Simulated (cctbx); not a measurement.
## Diagnosing a refinement

Cell a = 5.2630 Å, b = 5.2630 Å, c = 7.3060 Å, α = 90.00°, β = 90.00°, γ = 120.00°; space group P6/mmm (no. 191). The compound is GdYGa2Ni8.

Simulated single-crystal data (cctbx): Mo Kα, λ = 0.71073 Å, to d = 0.77 Å, 70 % of the full sphere, strongest reflection 20000 counts, noise from counting, a 1.5 % proportional error and a noise floor of 8 counts (s.d.); no absorption, and some extinction, which the refinements don't model.

An anisotropic refinement with weights 1/σ² prints:

```text
Rint 0.022, 113 unique reflections to 0.77 A
cycle     R1     wR2    GooF  max shift (A)
   1  0.3359  0.6108  45.268   0.00201
   2  0.3364  0.5745  42.575   0.00023
final R1 0.3362 wR2 0.5745 GooF 42.573  parameters 10  data/parameter 11.3
atom        x        y        z      Ueq    occ   su(xyz)  su(Uiso or U11)
Gd1    0.00000  0.00000  0.50000   0.0090  1.000  0.00000  0.0058
Y1     0.00000  0.00000  0.00000   0.0040  1.000  0.00000  0.0077  NPD
Ga1    0.66667  0.33333  0.50000   0.0126  1.000  0.00000  0.0085
Ni1    0.50000  0.50000  0.28999   0.0124  1.000  0.00253  0.0077
difference map: max 112.60 min -11.50 rms 5.48
Q1    0.3333  0.6667  0.0000    2  112.60  2.61 A from Ni1
Q2    0.0000  0.0000  0.5000    1   66.64  0.00 A from Gd1
Q3    0.3333  0.6667  0.5000    2   37.38  0.00 A from Ga1
Q4    0.0000  0.0000  0.0000    1   30.74  0.00 A from Y1
Q5    0.0000  0.5000  0.3049    6   18.38  0.11 A from Ni1
Q6    0.0000  0.0000  0.1469    2   14.44  1.07 A from Y1
```

**Question.** Can this result stand? If not, what is the likely fault?

Mend it. The fault: an atom left out, Ni at (2/3, 1/3, 0). Against the right model at the same level, R1 goes from 0.0081 to 0.3362 and GooF from 1.17 to 42.57, the top difference peak, 112.6 e/Å³, lies 2.61 Å from Ni1 and Y1 goes non-positive-definite. Q1 is the missing atom. With scattering power missing, scale and phases suffer, so peaks may also grow on the heavy atoms.

The compound is GdYGa2Ni8. The right model at the same level gives:

```text
Rint 0.022, 113 unique reflections to 0.77 A
cycle     R1     wR2    GooF  max shift (A)
   1  0.0083  0.0163   1.223   0.00008
   2  0.0081  0.0156   1.170   0.00000
final R1 0.0081 wR2 0.0156 GooF 1.170  parameters 12  data/parameter 9.4
atom        x        y        z      Ueq    occ   su(xyz)  su(Uiso or U11)
Gd1    0.00000  0.00000  0.50000   0.0153  1.000  0.00000  0.0001
Y1     0.00000  0.00000  0.00000   0.0177  1.000  0.00000  0.0002
Ga1    0.66667  0.33333  0.50000   0.0192  1.000  0.00000  0.0002
Ni1    0.50000  0.50000  0.29029   0.0236  1.000  0.00006  0.0002
Ni2    0.66667  0.33333  0.00000   0.0241  1.000  0.00000  0.0003
difference map: max 0.36 min -0.34 rms 0.11
Q1    0.0000  0.0000  0.1840    2    0.38  1.34 A from Y1
Q2    0.0000  0.3091  0.1895   12    0.29  1.25 A from Ni1
Q3    0.0000  0.3048  0.3708   12    0.29  1.18 A from Ni1
Q4    0.0000  0.3043  0.0000    6    0.28  1.60 A from Y1
Q5    0.0000  0.0000  0.3990    2    0.26  0.74 A from Gd1
Q6    0.0000  0.2135  0.3007   12    0.25  1.51 A from Ni1
```

Isotropic U is held between 0.0001 and 1 Å² by the program, and listed peak heights are interpolated, so they can pass the grid's maximum.

The model is made up (kin elements in a known structure type, no relaxation), so it says nothing on whether the phase exists.

[Middle refinement cycles are left out of these outputs.]

[Logs are printed without paths, hosts, clocks, repeated set-up lines and the standing remarks that a program may print on its own settings, such as how far it seeks lower states.]
